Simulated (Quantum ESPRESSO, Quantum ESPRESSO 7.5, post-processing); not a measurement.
# Zr(0001), 4 layers: vacuum convergence

Wanted: the cheapest sound input for Zr(0001), 4 layers, from a series that sets result against time.

Method: plane-wave DFT, PBE, GBRV ultrasoft pseudopotentials, in Quantum ESPRESSO 7.5.

Most raw output is cut from this account.

## Step 1: Set-up

The cell holds 4 atoms: 4 Zr. Cell: a = 3.230 Å, b = 3.230 Å, c = 31.718 Å, α = 90.0°, β = 90.0°, γ = 60.0°. It derives from Zr. Vacuum lies along c.

## Step 2: SCF with pw.x: 24 Å of vacuum

The first run is the reference of the series.

The input, c0.in:

```
&control
  prefix = 'c0'
  outdir = './out'
  pseudo_dir = './pseudo'
  calculation = 'scf'
  tprnfor = .true.
/
&system
  ibrav = 0
  nat = 4
  ntyp = 1
  ecutwfc = 40
  ecutrho = 200
  occupations = 'smearing'
  smearing = 'mv'
  degauss = 0.02
/
&electrons
  conv_thr = 1e-07
  mixing_beta = 0.4
  electron_maxstep = 120
  mixing_mode = 'local-TF'
/
ATOMIC_SPECIES
  Zr  91.2240  zr_pbe_v1.uspp.F.UPF
CELL_PARAMETERS angstrom
  3.23000000000000 0.00000000000000 0.00000000000000
  1.61500000000000 2.79726205422374 0.00000000000000
  0.00000000000000 0.00000000000000 31.71808500000000
ATOMIC_POSITIONS crystal
  Zr  0.666666666700 0.666666666700 0.378333055101
  Zr  0.000000000000 0.000000000000 0.459444351700
  Zr  0.666666666700 0.666666666700 0.540555648300
  Zr  0.000000000000 0.000000000000 0.621666944899
K_POINTS automatic
  12 12 1 0 0 0
```

Launch:

```
$ OMP_NUM_THREADS=1 mpirun -n 4 pw.x -nk 4 -in c0.in > c0.out
```

Elapsed: 67 s, on 4 MPI ranks of Arm Neoverse V1, shared host; peak memory 0.67 GiB.

Read from the output:

- free energy: -5394.2763 eV
- Fermi energy: 1.879 eV

The program's own clock; routines nest. Time by routine:

```csv
routine,wall time (s),calls
PWSCF,66.4,1
electrons,63.98,1
c_bands,39.03,20
cegterg,36.11,100
fftw,30.31,16206
h_psi,30.16,391
vloc_psi,26.48,391
mix_rho,12.06,20
sum_band,9.22,20
ffts,8.5,2378
calbec,2.64,511
newd,2.01,21
init_run,1.89,1
add_vuspsi,1.83,391
```

The run needed 20 iterations to bring the estimated error under 1e-07 Ry; the largest force on any atom, held or free, is 0.65 eV/Å.

## Step 3: Electrostatic potential

The vacuum level is read from the electrostatic potential (plot_num = 11), averaged over planes.

The input, c0.pot.in:

```
&inputpp
  prefix = 'c0'
  outdir = './out'
  filplot = 'c0.pot.dat'
  plot_num = 11
/
```

Launch:

```
$ OMP_NUM_THREADS=1 mpirun -n 4 pp.x -in c0.pot.in > c0.pot.out
```

It took 0.89 s on 4 MPI ranks; peak memory 0.11 GiB.

This step gave:

| Property | Result |
| --- | --- |
| potential in the middle of the vacuum, over the Fermi level | 4.167 eV |

The potential energy, planar mean oscillates, so the rows of the table below give means over windows of 2 Å about each position, cut where the curve ends. Its maxima inside the range that stand out by 2 % of the span (Å: eV): 13.3: -0.136, 15.9: -0.300, 18.4: -0.136. Its minima: 12.0: -26.8, 14.6: -26.6, 17.2: -26.6, 19.7: -26.8.

Electrostatic potential energy of an electron; zero at the Fermi level. The potential energy, planar mean by z; means over each step:

```csv
z (Å),"potential energy, planar mean (eV)"
0,4.17
2,4.17
4,4.17
6,4.17
8,4.15
10,2.70
12,-14.1
14,-12.0
16,-7.49
18,-9.50
20,-13.7
22,3.34
24,4.16
26,4.17
28,4.17
30,4.17
```

Inside the slab this potential holds the local part of the pseudopotentials, which can be repulsive at the nuclei; only its value in the vacuum has a meaning of its own.

## Step 4: Ground state: 18 Å of vacuum

The input, c2.in:

```
&control
  prefix = 'c2'
  outdir = './out'
  pseudo_dir = './pseudo'
  calculation = 'scf'
  tprnfor = .true.
/
&system
  ibrav = 0
  nat = 4
  ntyp = 1
  ecutwfc = 40
  ecutrho = 200
  occupations = 'smearing'
  smearing = 'mv'
  degauss = 0.02
/
&electrons
  conv_thr = 1e-07
  mixing_beta = 0.4
  electron_maxstep = 120
  mixing_mode = 'local-TF'
/
ATOMIC_SPECIES
  Zr  91.2240  zr_pbe_v1.uspp.F.UPF
CELL_PARAMETERS angstrom
  3.23000000000000 0.00000000000000 0.00000000000000
  1.61500000000000 2.79726205422374 0.00000000000000
  0.00000000000000 0.00000000000000 25.71808500000000
ATOMIC_POSITIONS crystal
  Zr  0.666666666700 0.666666666700 0.349948295139
  Zr  0.000000000000 0.000000000000 0.449982765046
  Zr  0.666666666700 0.666666666700 0.550017234954
  Zr  0.000000000000 0.000000000000 0.650051704861
K_POINTS automatic
  12 12 1 0 0 0
```

Launch:

```
$ OMP_NUM_THREADS=1 mpirun -n 4 pw.x -nk 4 -in c2.in > c2.out
```

Elapsed: 46 s, on 4 MPI ranks; peak memory 0.45 GiB; 3.1 min of CPU time.

Numbers from this step:

* Fermi energy: 3.288 eV

The program's own clock; routines nest. Time by routine:

```csv
routine,wall time (s),calls
PWSCF,45.56,1
electrons,43.62,1
c_bands,27.51,18
cegterg,25.26,90
h_psi,20.81,357
fftw,20.41,14818
vloc_psi,18.07,357
mix_rho,7.16,18
sum_band,6.26,18
ffts,4.92,1870
calbec,1.98,467
init_run,1.49,1
newd,1.47,19
add_vuspsi,1.36,357
```

## Step 5: Potential by pp.x

The input, c2.pot.in:

```
&inputpp
  prefix = 'c2'
  outdir = './out'
  filplot = 'c2.pot.dat'
  plot_num = 11
/
```

Launch:

```
$ OMP_NUM_THREADS=1 mpirun -n 4 pp.x -in c2.pot.in > c2.pot.out
```

Run time: 0.85 s. Hardware: 4 MPI ranks; peak memory 0.1 GiB; 3.1 s of CPU time.

This step gave:

```
potential in the middle of the vacuum, over the Fermi level : 4.166 eV
```

Counted from each run's own zero (the Fermi level), the vacuum level differs from the first run's by -1 meV.

## Step 6: Ground state: 14 Å of vacuum

The input, c4.in:

```
&control
  prefix = 'c4'
  outdir = './out'
  pseudo_dir = './pseudo'
  calculation = 'scf'
  tprnfor = .true.
/
&system
  ibrav = 0
  nat = 4
  ntyp = 1
  ecutwfc = 40
  ecutrho = 200
  occupations = 'smearing'
  smearing = 'mv'
  degauss = 0.02
/
&electrons
  conv_thr = 1e-07
  mixing_beta = 0.4
  electron_maxstep = 120
  mixing_mode = 'local-TF'
/
ATOMIC_SPECIES
  Zr  91.2240  zr_pbe_v1.uspp.F.UPF
CELL_PARAMETERS angstrom
  3.23000000000000 0.00000000000000 0.00000000000000
  1.61500000000000 2.79726205422374 0.00000000000000
  0.00000000000000 0.00000000000000 21.71808500000000
ATOMIC_POSITIONS crystal
  Zr  0.666666666700 0.666666666700 0.322312027050
  Zr  0.000000000000 0.000000000000 0.440770675683
  Zr  0.666666666700 0.666666666700 0.559229324317
  Zr  0.000000000000 0.000000000000 0.677687972950
K_POINTS automatic
  12 12 1 0 0 0
```

Launch:

```
$ OMP_NUM_THREADS=1 mpirun -n 4 pw.x -nk 4 -in c4.in > c4.out
```

It took 40 s on 4 MPI ranks; peak memory 0.54 GiB.

This step gave:

- Fermi energy: 4.662 eV

The program's own clock; routines nest. Time by routine:

```csv
routine,wall time (s),calls
PWSCF,39.75,1
electrons,38.01,1
c_bands,24.6,19
cegterg,22.3,95
h_psi,18.54,344
fftw,18.33,15259
vloc_psi,16.19,344
sum_band,5.7,19
mix_rho,5.28,19
ffts,3.51,1727
calbec,1.7,459
init_run,1.34,1
newd,1.31,20
add_vuspsi,1.16,344
```

## Step 7: Potential by pp.x

The input, c4.pot.in:

```
&inputpp
  prefix = 'c4'
  outdir = './out'
  filplot = 'c4.pot.dat'
  plot_num = 11
/
```

Launch:

```
$ OMP_NUM_THREADS=1 mpirun -n 4 pp.x -in c4.pot.in > c4.pot.out
```

Run time: 0.82 s. Hardware: 4 MPI ranks; peak memory 0.11 GiB; 3 s of CPU time.

Numbers from this step:

* potential in the middle of the vacuum, over the Fermi level: 4.167 eV

Counted from each run's own zero (the Fermi level), the vacuum level differs from the first run's by -0 meV.

## Step 8: Ground state: 12 Å of vacuum

The input, c6.in:

```
&control
  prefix = 'c6'
  outdir = './out'
  pseudo_dir = './pseudo'
  calculation = 'scf'
  tprnfor = .true.
/
&system
  ibrav = 0
  nat = 4
  ntyp = 1
  ecutwfc = 40
  ecutrho = 200
  occupations = 'smearing'
  smearing = 'mv'
  degauss = 0.02
/
&electrons
  conv_thr = 1e-07
  mixing_beta = 0.4
  electron_maxstep = 120
  mixing_mode = 'local-TF'
/
ATOMIC_SPECIES
  Zr  91.2240  zr_pbe_v1.uspp.F.UPF
CELL_PARAMETERS angstrom
  3.23000000000000 0.00000000000000 0.00000000000000
  1.61500000000000 2.79726205422374 0.00000000000000
  0.00000000000000 0.00000000000000 19.71808500000000
ATOMIC_POSITIONS crystal
  Zr  0.666666666700 0.666666666700 0.304289184269
  Zr  0.000000000000 0.000000000000 0.434763061423
  Zr  0.666666666700 0.666666666700 0.565236938577
  Zr  0.000000000000 0.000000000000 0.695710815731
K_POINTS automatic
  12 12 1 0 0 0
```

Launch:

```
$ OMP_NUM_THREADS=1 mpirun -n 4 pw.x -nk 4 -in c6.in > c6.out
```

Run time: 33 s. Hardware: 4 MPI ranks; peak memory 0.38 GiB; 2.2 min of CPU time.

Read from the output:

| Property | Result |
| --- | --- |
| Fermi energy | 5.557 eV |

The program's own clock; routines nest. Time by routine:

```csv
routine,wall time (s),calls
PWSCF,32.45,1
electrons,30.88,1
c_bands,20.29,17
cegterg,18.57,85
h_psi,15.33,339
fftw,14.9,14041
vloc_psi,13.32,339
sum_band,4.48,17
mix_rho,4.13,17
ffts,2.73,1471
calbec,1.44,444
init_run,1.21,1
newd,1.07,18
add_vuspsi,0.99,339
```

## Step 9: Electrostatic potential

The input, c6.pot.in:

```
&inputpp
  prefix = 'c6'
  outdir = './out'
  filplot = 'c6.pot.dat'
  plot_num = 11
/
```

Launch:

```
$ OMP_NUM_THREADS=1 mpirun -n 4 pp.x -in c6.pot.in > c6.pot.out
```

The job ended after 0.8 s (4 MPI ranks; peak memory 0.11 GiB).

This step gave:

```
potential in the middle of the vacuum, over the Fermi level : 4.162 eV
```

Counted from each run's own zero (the Fermi level), the vacuum level differs from the first run's by -5 meV.

## Step 10: SCF with pw.x: 10 Å of vacuum

The input, c8.in:

```
&control
  prefix = 'c8'
  outdir = './out'
  pseudo_dir = './pseudo'
  calculation = 'scf'
  tprnfor = .true.
/
&system
  ibrav = 0
  nat = 4
  ntyp = 1
  ecutwfc = 40
  ecutrho = 200
  occupations = 'smearing'
  smearing = 'mv'
  degauss = 0.02
/
&electrons
  conv_thr = 1e-07
  mixing_beta = 0.4
  electron_maxstep = 120
  mixing_mode = 'local-TF'
/
ATOMIC_SPECIES
  Zr  91.2240  zr_pbe_v1.uspp.F.UPF
CELL_PARAMETERS angstrom
  3.23000000000000 0.00000000000000 0.00000000000000
  1.61500000000000 2.79726205422374 0.00000000000000
  0.00000000000000 0.00000000000000 17.71808500000000
ATOMIC_POSITIONS crystal
  Zr  0.666666666700 0.666666666700 0.282197539971
  Zr  0.000000000000 0.000000000000 0.427399179990
  Zr  0.666666666700 0.666666666700 0.572600820010
  Zr  0.000000000000 0.000000000000 0.717802460029
K_POINTS automatic
  12 12 1 0 0 0
```

Launch:

```
$ OMP_NUM_THREADS=1 mpirun -n 4 pw.x -nk 4 -in c8.in > c8.out
```

Elapsed: 26 s, on 4 MPI ranks; peak memory 0.41 GiB.

Read from the output:

```
free energy  : -5394.2765 eV
Fermi energy : 6.654 eV
```

The program's own clock; routines nest. Time by routine:

```csv
routine,wall time (s),calls
PWSCF,25.95,1
electrons,24.54,1
c_bands,16.5,16
cegterg,15.04,80
h_psi,12.36,311
fftw,11.99,13108
vloc_psi,10.68,311
sum_band,3.68,16
mix_rho,2.7,16
ffts,1.79,1092
calbec,1.22,411
init_run,1.07,1
newd,0.9,17
add_vuspsi,0.83,311
```

## Step 11: Potential by pp.x

The input, c8.pot.in:

```
&inputpp
  prefix = 'c8'
  outdir = './out'
  filplot = 'c8.pot.dat'
  plot_num = 11
/
```

Launch:

```
$ OMP_NUM_THREADS=1 mpirun -n 4 pp.x -in c8.pot.in > c8.pot.out
```

The job ended after 0.79 s (4 MPI ranks; peak memory 0.11 GiB).

Read from the output:

| Property | Result |
| --- | --- |
| potential in the middle of the vacuum, over the Fermi level | 4.163 eV |

Counted from each run's own zero (the Fermi level), the vacuum level differs from the first run's by -5 meV.

## Step 12: Ground state: 8 Å of vacuum

The input, c10.in:

```
&control
  prefix = 'c10'
  outdir = './out'
  pseudo_dir = './pseudo'
  calculation = 'scf'
  tprnfor = .true.
/
&system
  ibrav = 0
  nat = 4
  ntyp = 1
  ecutwfc = 40
  ecutrho = 200
  occupations = 'smearing'
  smearing = 'mv'
  degauss = 0.02
/
&electrons
  conv_thr = 1e-07
  mixing_beta = 0.4
  electron_maxstep = 120
  mixing_mode = 'local-TF'
/
ATOMIC_SPECIES
  Zr  91.2240  zr_pbe_v1.uspp.F.UPF
CELL_PARAMETERS angstrom
  3.23000000000000 0.00000000000000 0.00000000000000
  1.61500000000000 2.79726205422374 0.00000000000000
  0.00000000000000 0.00000000000000 15.71808500000000
ATOMIC_POSITIONS crystal
  Zr  0.666666666700 0.666666666700 0.254483927272
  Zr  0.000000000000 0.000000000000 0.418161309091
  Zr  0.666666666700 0.666666666700 0.581838690909
  Zr  0.000000000000 0.000000000000 0.745516072728
K_POINTS automatic
  12 12 1 0 0 0
```

Launch:

```
$ OMP_NUM_THREADS=1 mpirun -n 4 pw.x -nk 4 -in c10.in > c10.out
```

Wall time 24 s (4 MPI ranks); peak memory 0.43 GiB; 94 s of CPU time.

Read from the output:

* free energy: -5394.2799 eV
* Fermi energy: 8.030 eV

The program's own clock; routines nest. Time by routine:

```csv
routine,wall time (s),calls
PWSCF,23,1
electrons,21.78,1
c_bands,15.9,18
cegterg,14.52,90
h_psi,11.69,347
fftw,11.23,14770
vloc_psi,10.02,347
sum_band,3.29,18
mix_rho,1.36,18
calbec,1.21,457
init_run,0.93,1
ffts,0.9,688
add_vuspsi,0.83,347
s_psi,0.82,347
```

## Step 13: Electrostatic potential

The input, c10.pot.in:

```
&inputpp
  prefix = 'c10'
  outdir = './out'
  filplot = 'c10.pot.dat'
  plot_num = 11
/
```

Launch:

```
$ OMP_NUM_THREADS=1 mpirun -n 4 pp.x -in c10.pot.in > c10.pot.out
```

It took 0.77 s on 4 MPI ranks; peak memory 0.11 GiB.

This step gave:

* potential in the middle of the vacuum, over the Fermi level: 4.166 eV

Counted from each run's own zero (the Fermi level), the vacuum level differs from the first run's by -1 meV.

## Step 14: The series side by side

All levels:

```csv
level,vacuum level over the Fermi level (eV),its change from the first (meV),energy from the first (meV an atom),SCF iterations,wall time (s),peak memory (GiB),CPU time (s)
24 Å of vacuum,4.167,0,0,20,66.94,0.67,267.4
18 Å of vacuum,4.166,-1.083,-0.002347,18,46.08,0.45,184
14 Å of vacuum,4.167,-0.4039,-0.002177,19,40.28,0.54,160.8
12 Å of vacuum,4.162,-4.631,-0.006905,17,32.98,0.38,131.6
10 Å of vacuum,4.163,-4.523,-0.06524,16,26.48,0.41,105.6
8 Å of vacuum,4.166,-1.087,-0.8939,18,23.54,0.43,93.88
```

## Step 15: Summary of results

| Item | Value |
| --- | --- |
| vacuum level over the Fermi level, 24 Å of vacuum | 4.167 eV |
| cheapest step of the main series that, with all steps before it, keeps the vacuum level within 20 meV of the first | 8 Å of vacuum: -1 meV, 94 s of CPU time against 4.5 min |
| setting with the largest shift of the level | 12 Å of vacuum: -5 meV |

**Reading.** The cheapest step of the main series that, with all steps before it, keeps the vacuum level within 20 meV of the first is 8 Å of vacuum: -1 meV, 94 s of CPU time against 4.5 min. Over the series the energy moves by up to 0.894 meV an atom and the vacuum level by up to 5 meV. The level is read in the middle of the vacuum, where a short gap still holds the tails of both faces. The times come from a shared host and are rough. Peak memory is sampled during the run and can miss the peak. The geometry is as built, not relaxed.

[Logs are printed without paths, hosts, clocks, repeated set-up lines and the standing remarks that a program may print on its own settings, such as how far it seeks lower states.]

[Hosts, paths, dates, database ids (printed as entryN), source tags and the programs' standing remarks are cut or masked in the printed files.]

[Maps of the electrostatic potential energy from Ansatz leave out the sawtooth potential of an applied field or a dipole correction, so their vacuum need not be flat; planar profiles and work functions include it.]
